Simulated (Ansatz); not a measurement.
# NaYCl2F2: complex band structure

A new crystal, NaYCl2F2: structure, gap and complex bands. It is built by putting Cl for part of the F in the NaYF4 structure of space group P4/mmm, with the volume rescaled by atomic radii. The parent structure comes from the Materials Project.

Program: Ansatz 0.2.0. Level of theory: PBE DFT, plane waves, PAW files, in the first sound run; inputs show where later runs differ. Results are calculated unless marked as measured.

Report form: the programs' logs are mostly left out.

The structure was built from a prototype and need not be the compound's stable phase.

## (1) Set-up

The structure is orthorhombic, space group Pmmm (No. 47). Conventional cell: a = 4.047 Å, b = 4.047 Å, c = 5.808 Å, α = 90.00°, β = 90.00°, γ = 90.00°. Nearest to Na lie 4 F at 2.55 Å and 4 Cl at 2.55 Å. Nearest to Y lie 4 Cl at 2.44 Å and 4 F at 2.44 Å. Nearest to F lie 2 Y at 2.44 Å and 2 Na at 2.55 Å. Nearest to Cl lie 2 Y at 2.44 Å and 2 Na at 2.55 Å. It derives from NaYF4. Cl for part of the F in the NaYF4 structure of space group P4/mmm. Farther neighbours and most contacts between anions are not listed.

## (2) Cell and atoms at rest

The substituted atoms don't fit the parent's cell, so cell and atoms relax together. A small smearing keeps the run stable in case the gap closes on the way.

File input.yaml:

```yaml
crystal:
  lattice:
    - [4.0468455271, 0.0, 0.0]
    - [0.0, 4.0468455271, 0.0]
    - [0.0, 0.0, 5.808126574]
  atoms:
    - { symbol: Na, position: [0.0, 0.0, 0.0] }
    - { symbol: "Y", position: [0.5, 0.5, 0.5] }
    - { symbol: F, position: [0.5, 0.0, 0.73387451] }
    - { symbol: Cl, position: [0.0, 0.5, 0.26612549] }
    - { symbol: F, position: [0.5, 0.0, 0.26612549] }
    - { symbol: Cl, position: [0.0, 0.5, 0.73387451] }
kpoints:
  mp_grid: { grid: [6, 6, 4] }
scf:
  occupations: { method: gaussian, width: 0.03 }
hamiltonian:
  xc: pbe
output:
  forces: true
  stress: true
relax:
  f_tol: 0.02
  max_steps: 60
  cell: {}
```

The run is started by

```sh
ansatz run input.yaml --threads 2 --pin off --max-ram 4096MiB --backend cpu --events-out ev --progress --plain --runs-dir out
```

Elapsed: 58 s, on 2 threads of Arm Neoverse V2, shared host; peak memory 0.49 GiB; 1.9 min of CPU time.

Step by step:

```csv
step,energy less that of the first step (eV),largest force component (eV/Å),pressure (GPa),volume (Å³)
1,0.0000,3.1001,19.28,95.12
2,-1.3329,0.8001,5.06,105.84
3,-1.7617,0.3003,1.60,113.99
4,-1.9274,0.1758,0.54,115.99
5,-1.9433,0.1411,0.03,117.13
6,-1.9460,0.0399,0.00,116.89
7,-1.9462,0.0076,0.03,116.85
8*,-2.1768,0.0222,2.59,116.85
9,-2.2654,0.0429,0.45,123.60
10,-2.2490,0.0083,-0.78,129.23
11,-2.2720,0.0066,0.07,125.45
12,-2.2719,0.0045,0.01,125.91
13*,-2.2972,0.0045,0.16,125.91
14,-2.2973,0.0066,0.02,126.62
15*,-2.2982,0.0065,0.02,126.62
16,-2.2981,0.0025,0.01,126.77
17*,-2.2983,0.0025,0.02,126.77
```

Relaxation steps marked * repeat the geometry before them on a plane-wave basis chosen anew for their cell, so energy and pressure can jump there. Relaxation step 10 was tried and not accepted.

The run keeps the 8 symmetry operations that it works with, so distortions that break them were not tested.

```csv
cell as run,before,after,change
a (Å),4.047,4.794,+18.5 %
b (Å),4.047,3.781,-6.6 %
c (Å),5.808,6.994,+20.4 %
volume (Å³/atom),15.85,21.13,+33.3 %
```

The atoms that moved most (Å, as changes of fractional coordinates times the final cell):

```csv
atom,dx,dy,dz,length
F3,0.000,0.000,-0.386,0.386
F5,0.000,0.000,0.386,0.386
Cl6,0.000,0.000,-0.035,0.035
Cl4,0.000,0.000,0.035,0.035
```

The relaxed structure:

```xyz
6
Lattice="4.7937 0.0000 0.0000 0.0000 3.7810 0.0000 0.0000 0.0000 6.9942" Properties=species:S:1:pos:R:3 pbc="T T T"
Na    0.0000    0.0000    0.0000
Y     2.3969    1.8905    3.4971
F     2.3969    0.0000    4.7464
Cl    0.0000    1.8905    1.8963
F     2.3969    0.0000    2.2478
Cl    0.0000    1.8905    5.0980
```

This step gave:

```
free energy  : -9122.2225 eV
Fermi energy : 4.768 eV
pressure     : 0.01578 GPa
```

The largest force component on a free atom ends at 0.0025 eV/Å.

## (3) Band edges

The energy window and the wavevectors of the next steps follow from the band edges, so these are searched first, off the mesh as well.

File input.yaml:

```yaml
crystal:
  lattice:
    - [4.7937392274, 0.0, 0.0]
    - [0.0, 3.7810239582, 0.0]
    - [0.0, 0.0, 6.9942161301]
  atoms:
    - { symbol: Na, position: [0.0, 0.0, 0.0] }
    - { symbol: "Y", position: [0.5, 0.5, 0.5] }
    - { symbol: F, position: [0.5, 0.0, 0.678617214] }
    - { symbol: Cl, position: [0.0, 0.5, 0.271119125] }
    - { symbol: F, position: [0.5, 0.0, 0.321382786] }
    - { symbol: Cl, position: [0.0, 0.5, 0.728880875] }
kpoints:
  mp_grid: { grid: [6, 6, 4] }
  band_path: { path: [VBM, CBM], npoints: 30 }
scf:
  occupations: { method: fixed }
hamiltonian:
  xc: pbe
output:
  eigenvalues: true
  write_potential: true
  write_density: true
  volumetric_format: npy
```

The job ended after 14 s (2 threads; peak memory 0.44 GiB; 28 s of CPU time).

This step gave:

```yaml
free_energy: -9122.2226 eV
fermi_energy: 2.322 eV
gap_on_the_k_mesh: 4.893 eV
gap_on_path: 4.893 eV, by band count; negative where bands overlap
direct_gap_on_path: 5.018 eV
edge_places_on_path: 0, 0.6554 1/A along the path
```

Electronic bands along the path, in eV, zero at the Fermi level (highest filled level under fixed occupations); v1 is the highest filled band, c1 the lowest empty one:

```csv
point,v4,v3,v2,v1,c1,c2,c3,c4
VBM,-0.49,-0.23,-0.09,0.00,5.21,5.31,5.80,7.13
halfway,-0.66,-0.35,-0.16,-0.06,5.26,5.94,5.95,6.61
CBM,-0.87,-0.48,-0.23,-0.13,4.89,6.07,6.36,6.68
```

The searched edges give 4.89 eV, as on the mesh.

## (4) Complex bands, plane (100), k-mesh 6×4×6

This step: PBE DFT, plane waves, PAW files; complex bands by layer matching along the plane's normal (Ansatz 0.2.0).

The same crystal is laid in a cell whose first two vectors span the (100) plane (indices of the standard conventional cell, whose axes can be ordered otherwise than in the bulk input). At fixed energy and wavevector in the plane the solver finds all kz, real and complex. A few wavevectors are listed, (0, 0) and (0.5, 0) in units of the plane's reciprocal vectors; the slowest state needn't be among them.

File input.yaml:

```yaml
crystal:
  lattice:
    - [3.781023958, 0.0, 0.0]
    - [0.0, 6.99421613, 0.0]
    - [0.0, 0.0, 4.793739227]
  atoms:
    - { symbol: Na, position: [0.0, 0.0, 0.0] }
    - { symbol: "Y", position: [0.5, 0.5, 0.5] }
    - { symbol: F, position: [0.0, 0.678617214, 0.5] }
    - { symbol: Cl, position: [0.5, 0.271119125, 0.0] }
    - { symbol: F, position: [0.0, 0.321382786, 0.5] }
    - { symbol: Cl, position: [0.5, 0.728880875, 0.0] }
kpoints:
  mp_grid: { grid: [6, 4, 6] }
scf:
  occupations: { method: fixed }
hamiltonian:
  xc: pbe
output:
  eigenvalues: true
  transmission:
    leads: [[0, 0]]
    kpoints: [[0.0, 0.0], [0.5, 0.0]]
    e_range: [-1.0, 5.89]
    de: 0.14
```

Elapsed: 42 s, on 2 threads; peak memory 0.68 GiB.

This step gave:

* level to which the leads are filled: 2.446 eV from the Fermi level
* decay constant at the filling level, zone centre: 0.4064 Å⁻¹
* decay constant at the filling level, slowest listed point: 0.4064 Å⁻¹

K parallel (0, 0); values up to 1.5 1/Å, a degenerate pair printed once or twice; energies at which all values exceed this have no row. Table of Im kz of the slowest decaying states by energy, zero at the highest filled level on the SCF mesh:

```csv
energy (eV),decay 1 (Å⁻¹),decay 2 (Å⁻¹),decay 3 (Å⁻¹),decay 4 (Å⁻¹)
-1.00,0.195,0.478,0.636,0.665
-0.72,0.364,0.604,0.623,0.639
-0.30,0.204,0.275,0.323,0.416
-0.02,0.276,0.312,0.345,0.423
0.40,0.339,0.512,0.564,0.569
0.68,0.367,0.570,0.614,0.628
1.10,0.393,0.598,0.626,0.677
1.38,0.404,0.585,0.650,0.693
1.80,0.412,0.563,0.673,0.702
2.08,0.412,0.546,0.682,0.702
2.36,0.409,0.527,0.687,0.699
2.78,0.398,0.494,0.687,0.689
3.06,0.387,0.469,0.679,0.683
3.48,0.363,0.424,0.660,0.669
3.76,0.343,0.389,0.646,0.656
4.18,0.301,0.322,0.617,0.619
4.46,0.261,0.265,0.552,0.599
4.88,0.0491,0.184,0.428,0.543
5.16,0.0732,0.294,0.486,0.535
5.58,0.205,0.329,0.483,0.783
5.86,0.220,0.437,0.752,0.895
```

K parallel (0.5, 0); values up to 1.5 1/Å, a degenerate pair printed once or twice; energies at which all values exceed this have no row. The Im kz of the slowest decaying states by energy, zero at the highest filled level on the SCF mesh:

```csv
energy (eV),decay 1 (Å⁻¹),decay 2 (Å⁻¹),decay 3 (Å⁻¹),decay 4 (Å⁻¹)
-1.00,0.521,1.06,1.09,1.11
-0.72,0.0690,0.587,0.877,1.09
-0.30,0.111,0.164,0.31,0.589
-0.02,0.317,0.358,0.384,0.592
0.40,0.436,0.463,0.592,0.661
0.68,0.489,0.503,0.586,0.590
1.10,0.547,0.551,0.584,0.589
1.38,0.576,0.577,0.578,0.599
1.80,0.566,0.600,0.608,0.610
2.08,0.556,0.586,0.623,0.626
2.36,0.544,0.571,0.630,0.640
2.78,0.523,0.545,0.636,0.653
3.06,0.506,0.526,0.636,0.658
3.48,0.477,0.493,0.626,0.660
3.76,0.454,0.467,0.607,0.657
4.18,0.412,0.422,0.563,0.649
4.46,0.379,0.385,0.525,0.612
4.88,0.311,0.313,0.455,0.533
5.16,0.236,0.248,0.397,0.448
5.58,0.278,0.521,0.565,0.658
5.86,0.138,0.147,0.511,0.535
```

At the listed wavevectors the last open channel is at -0.02 eV and the next at +5.02 eV on the grid. At +2.50 eV, the grid energy nearest the filling level (the middle of the gap on the SCF mesh), the slowest state at the listed wavevectors decays with κ = 0.406 Å⁻¹, its amplitude falling by e over 2.5 Å. Through 1 nm of this crystal that state's transmission falls by exp(−2 × 0.406 Å⁻¹ × 10 Å) = 3.0e-4.

## (5) Decay over the two-dimensional zone

The listed points could miss the slowest state, so one energy near mid-gap is solved on a mesh of 8×6.

input.yaml, as its differences from that of step 4:

```diff
@@ -20,6 +20,2 @@
   eigenvalues: true
-  transmission:
-    leads: [[0, 0]]
-    kpoints: [[0.0, 0.0], [0.5, 0.0]]
-    e_range: [-1.0, 5.89]
-    de: 0.14
+  transmission: { leads: [[0, 0]], kmesh: [8, 6], e_range: [2.45, 2.46], de: 0.05 }
```

Wall time 31 s (2 threads); peak memory 0.69 GiB.

This step gave:

```
least decay constant on the mesh : 0.4075 Å⁻¹
```

Slowest decay constant (1/Å; 0 where a channel is open) over k1 and k2. At 2.4500 eV from the Fermi level.

Ten even steps from '0' (0.407) to '9' (0.590):
```
99841489
88730378
77620267
88730378
99841489
98752578
```
Columns: k1 (b1) from -0.5 to 0.375; rows upwards: k2 (b2) from -0.5 to 0.333.

The least value on the mesh is 0.407 Å⁻¹ at +2.45 eV. At that energy the listed points give about 0.407 Å⁻¹ by interpolation, so the mesh holds no clearly slower state.

## (6) Decaying states in the gap, plane (001), k-mesh 6×6×4

The same for the (001) plane, at (0, 0), (-0.5, 0) and (0.5, 0) (two of them one point), to see how the decay depends on direction.

File input.yaml:

```yaml
crystal:
  lattice:
    - [4.793739227, 0.0, 0.0]
    - [0.0, 3.781023958, 0.0]
    - [0.0, 0.0, 6.99421613]
  atoms:
    - { symbol: Na, position: [0.0, 0.0, 0.0] }
    - { symbol: "Y", position: [0.5, 0.5, 0.5] }
    - { symbol: F, position: [0.5, 0.0, 0.678617214] }
    - { symbol: Cl, position: [0.0, 0.5, 0.271119125] }
    - { symbol: F, position: [0.5, 0.0, 0.321382786] }
    - { symbol: Cl, position: [0.0, 0.5, 0.728880875] }
kpoints:
  mp_grid: { grid: [6, 6, 4] }
scf:
  occupations: { method: fixed }
hamiltonian:
  xc: pbe
output:
  eigenvalues: true
  transmission:
    leads: [[0, 0]]
    kpoints: [[0.0, 0.0], [-0.5, 0.0], [0.5, 0.0]]
    e_range: [-1.0, 5.89]
    de: 0.11
```

The job ended after 39 s (2 threads; peak memory 0.56 GiB).

Numbers from this step:

```
decay constant at the filling level, zone centre          : 0.3436 Å⁻¹
decay constant at the filling level, slowest listed point : 0.3436 Å⁻¹
```

K parallel (0, 0); values up to 1.5 1/Å, a degenerate pair printed once or twice; energies at which all values exceed this have no row. Im kz of the slowest decaying states against energy, zero at the highest filled level on the SCF mesh:

```csv
energy (eV),decay 1 (Å⁻¹),decay 2 (Å⁻¹),decay 3 (Å⁻¹),decay 4 (Å⁻¹)
-1.00,0.0704,0.530,0.637,1.07
-0.67,0.414,0.590,0.924,1.07
-0.34,0.550,0.597,0.631,0.980
-0.01,0.0936,0.660,0.685,1.18
0.32,0.198,0.679,0.680,0.737
0.76,0.264,0.698,0.777,0.841
1.09,0.295,0.705,0.795,0.903
1.42,0.317,0.708,0.805,0.943
1.75,0.331,0.707,0.810,0.970
2.08,0.340,0.702,0.809,0.988
2.41,0.344,0.693,0.805,0.999
2.74,0.343,0.680,0.797,0.991
3.07,0.337,0.662,0.785,0.959
3.40,0.327,0.638,0.770,0.927
3.73,0.311,0.608,0.751,0.894
4.06,0.289,0.569,0.728,0.860
4.50,0.243,0.498,0.690,0.812
4.83,0.188,0.417,0.657,0.774
5.16,0.0731,0.264,0.617,0.733
5.49,0.167,0.571,0.690,0.916
5.82,0.348,0.497,0.514,0.642
```

K parallel (-0.5, 0); values up to 1.5 1/Å, a degenerate pair printed once or twice; energies at which all values exceed this have no row. The Im kz of the slowest decaying states by energy, zero at the highest filled level on the SCF mesh:

```csv
energy (eV),decay 1 (Å⁻¹),decay 2 (Å⁻¹),decay 3 (Å⁻¹),decay 4 (Å⁻¹)
-1.000,0.260,0.574,0.877,1.08
-0.450,0.178,0.480,0.684,1.16
-0.010,0.167,0.482,0.552,0.752
0.540,0.288,0.586,0.783,0.810
0.980,0.341,0.596,0.840,0.864
1.530,0.384,0.594,0.864,0.914
1.970,0.406,0.583,0.876,0.933
2.520,0.424,0.559,0.882,0.940
2.960,0.432,0.530,0.882,0.936
3.510,0.436,0.479,0.876,0.919
3.950,0.420,0.434,0.867,0.898
4.500,0.301,0.427,0.849,0.858
5.050,0.416,0.798,0.820,0.913
5.490,0.231,0.410,0.717,0.779
```

K parallel (0.5, 0); values up to 1.5 1/Å, a degenerate pair printed once or twice; energies at which all values exceed this have no row. Im kz of the slowest decaying states against energy, zero at the highest filled level on the SCF mesh:

```csv
energy (eV),decay 1 (Å⁻¹),decay 2 (Å⁻¹),decay 3 (Å⁻¹),decay 4 (Å⁻¹)
-1.000,0.260,0.574,0.877,1.08
-0.450,0.178,0.480,0.684,1.16
-0.010,0.167,0.482,0.552,0.752
0.540,0.288,0.586,0.783,0.810
0.980,0.341,0.596,0.840,0.864
1.530,0.384,0.594,0.864,0.914
1.970,0.406,0.583,0.876,0.933
2.520,0.424,0.559,0.882,0.940
2.960,0.432,0.530,0.882,0.936
3.510,0.436,0.479,0.876,0.919
3.950,0.420,0.434,0.867,0.898
4.500,0.301,0.427,0.849,0.858
5.050,0.416,0.798,0.820,0.913
5.490,0.231,0.410,0.717,0.779
```

At the listed wavevectors the last open channel is at -0.01 eV and the next at +4.94 eV on the grid. At +2.41 eV, the grid energy nearest the filling level (the middle of the gap on the SCF mesh), the slowest state at the listed wavevectors decays with κ = 0.344 Å⁻¹, its amplitude falling by e over 2.9 Å; the first such run, plane (100), gave 0.406 Å⁻¹.

## (7) Band edges at another level

This step: LDA DFT, plane waves, PAW files (Ansatz 0.2.0).

The edges again with LDA, at the same atoms.

File input.yaml:

```yaml
crystal:
  lattice:
    - [4.7937392274, 0.0, 0.0]
    - [0.0, 3.7810239582, 0.0]
    - [0.0, 0.0, 6.9942161301]
  atoms:
    - { symbol: Na, position: [0.0, 0.0, 0.0] }
    - { symbol: "Y", position: [0.5, 0.5, 0.5] }
    - { symbol: F, position: [0.5, 0.0, 0.678617214] }
    - { symbol: Cl, position: [0.0, 0.5, 0.271119125] }
    - { symbol: F, position: [0.5, 0.0, 0.321382786] }
    - { symbol: Cl, position: [0.0, 0.5, 0.728880875] }
kpoints:
  mp_grid: { grid: [6, 6, 4] }
  band_path: { path: [VBM, CBM], npoints: 30 }
scf:
  occupations: { method: fixed }
hamiltonian:
  xc: lda
output:
  eigenvalues: true
```

Elapsed: 14 s, on 2 threads; peak memory 0.43 GiB.

This step gave:

* free energy: -8899.2092 eV
* Fermi energy: 2.060 eV
* gap on the k-mesh: 4.663 eV
* gap on path: 4.663 eV, by band count; negative where bands overlap
* direct gap on path: 4.791 eV

The electronic bands at the labelled points (eV, zero at the Fermi level (highest filled level under fixed occupations); v1 is the highest filled band, c1 the lowest empty one):

```csv
point,v4,v3,v2,v1,c1,c2,c3,c4
VBM,-0.54,-0.24,-0.09,0.00,4.83,5.07,5.60,7.05
halfway,-0.70,-0.37,-0.16,-0.06,5.04,5.60,5.75,6.50
CBM,-0.91,-0.50,-0.24,-0.13,4.66,5.89,6.25,6.44
```

The searched edges give 4.66 eV, as on the mesh.

Between step 3 and this run (LDA) the value for the gap on path moves from 4.89 eV to 4.66 eV.

## (8) Complex bands at another level

This step: LDA DFT, plane waves, PAW files; complex bands by layer matching along the plane's normal (Ansatz 0.2.0).

The complex bands at that level, over its own gap, at (0, 0) and (0.5, 0).

File input.yaml:

```yaml
crystal:
  lattice:
    - [3.781023958, 0.0, 0.0]
    - [0.0, 6.99421613, 0.0]
    - [0.0, 0.0, 4.793739227]
  atoms:
    - { symbol: Na, position: [0.0, 0.0, 0.0] }
    - { symbol: "Y", position: [0.5, 0.5, 0.5] }
    - { symbol: F, position: [0.0, 0.678617214, 0.5] }
    - { symbol: Cl, position: [0.5, 0.271119125, 0.0] }
    - { symbol: F, position: [0.0, 0.321382786, 0.5] }
    - { symbol: Cl, position: [0.5, 0.728880875, 0.0] }
kpoints:
  mp_grid: { grid: [6, 4, 6] }
scf:
  occupations: { method: fixed }
hamiltonian:
  xc: lda
output:
  eigenvalues: true
  transmission:
    leads: [[0, 0]]
    kpoints: [[0.0, 0.0], [0.5, 0.0]]
    e_range: [-1.0, 5.66]
    de: 0.13
```

It took 43 s on 2 threads; peak memory 0.69 GiB.

This step gave:

- level to which the leads are filled: 2.332 eV from the Fermi level
- decay constant at the filling level, zone centre: 0.3845 Å⁻¹
- decay constant at the filling level, slowest listed point: 0.3845 Å⁻¹

K parallel (0, 0); values up to 1.5 1/Å, a degenerate pair printed once or twice; energies at which all values exceed this have no row. Table of Im kz of the slowest decaying states by energy, zero at the highest filled level on the SCF mesh:

```csv
energy (eV),decay 1 (Å⁻¹),decay 2 (Å⁻¹),decay 3 (Å⁻¹),decay 4 (Å⁻¹)
-1.00,0.167,0.470,0.627,0.674
-0.61,0.262,0.536,0.585,0.627
-0.35,0.192,0.317,0.326,0.453
0.04,0.224,0.283,0.378,0.417
0.30,0.320,0.478,0.508,0.535
0.69,0.356,0.561,0.597,0.621
0.95,0.372,0.586,0.597,0.653
1.34,0.386,0.568,0.633,0.678
1.60,0.391,0.554,0.648,0.686
1.99,0.391,0.529,0.663,0.689
2.38,0.384,0.501,0.668,0.684
2.64,0.376,0.480,0.668,0.677
3.03,0.358,0.443,0.661,0.664
3.29,0.341,0.414,0.653,0.653
3.68,0.308,0.362,0.632,0.633
3.94,0.279,0.319,0.602,0.615
4.33,0.219,0.229,0.509,0.579
4.59,0.113,0.157,0.431,0.545
4.98,0.230,0.47,0.531,0.806
5.24,0.170,0.389,0.501,0.780
5.63,0.212,0.446,0.738,0.878
```

K parallel (0.5, 0); values up to 1.5 1/Å, a degenerate pair printed once or twice; energies at which all values exceed this have no row. Im kz of the slowest decaying states against energy, zero at the highest filled level on the SCF mesh:

```csv
energy (eV),decay 1 (Å⁻¹),decay 2 (Å⁻¹),decay 3 (Å⁻¹),decay 4 (Å⁻¹)
-1.00,0.417,0.862,1.09,1.10
-0.61,0.205,0.538,0.831,1.00
-0.35,0.124,0.157,0.307,0.555
0.04,0.348,0.402,0.541,0.566
0.30,0.417,0.448,0.568,0.624
0.69,0.490,0.501,0.568,0.625
0.95,0.526,0.530,0.565,0.604
1.34,0.557,0.566,0.568,0.599
1.60,0.550,0.585,0.588,0.590
1.99,0.536,0.569,0.610,0.614
2.38,0.519,0.547,0.631,0.631
2.64,0.505,0.531,0.639,0.644
3.03,0.481,0.503,0.646,0.662
3.29,0.462,0.482,0.647,0.651
3.68,0.428,0.446,0.631,0.644
3.94,0.402,0.417,0.602,0.629
4.33,0.354,0.365,0.533,0.579
4.59,0.312,0.320,0.487,0.529
4.98,0.217,0.221,0.331,0.408
5.24,0.0772,0.342,0.516,0.572
5.63,0.140,0.198,0.501,0.534
```

At the listed wavevectors the last open channel is at -0.09 eV and the next at +4.72 eV on the grid. At +2.38 eV, the grid energy nearest the filling level (the middle of the gap on the SCF mesh), the slowest state at the listed wavevectors decays with κ = 0.385 Å⁻¹, its amplitude falling by e over 2.6 Å; the first such run, plane (100), gave 0.406 Å⁻¹.

## (9) Results

```
band gap                                         : 4.89 eV
least decay constant at mid-gap, normal to (100) : 0.406 Å⁻¹
least decay constant at mid-gap, normal to (001) : 0.344 Å⁻¹
least decay constant on a mesh, normal to (100)  : 0.407 Å⁻¹
least decay constant, LDA                        : 0.385 Å⁻¹
```

What this shows: With PBE, the slowest decay at the wavevectors tried is κ = 0.344 Å⁻¹, normal to (001). Through such a film the transmission near mid-gap falls as exp(−2κd), a factor of ten every 3.4 Å. The decay depends on direction: 1.2 times faster normal to (100). A free electron under a barrier of half the gap would need a mass of 0.18 mₑ to decay at this rate. With LDA the gap goes from 4.89 to 4.66 eV and the decay constant, over the first 2 listed wavevectors, from 0.406 to 0.385 Å⁻¹. The compound is made up by substitution; its stability against other phases and against distortions of the cell's symmetry was not tested. A semilocal functional narrows gaps, so real decay constants are likely larger.

[Logs are printed without paths, hosts, clocks, repeated set-up lines and the standing remarks that a program may print on its own settings, such as how far it seeks lower states.]

[Hosts, paths, dates, database ids (printed as entryN), source tags and the programs' standing remarks are cut or masked in the printed files.]
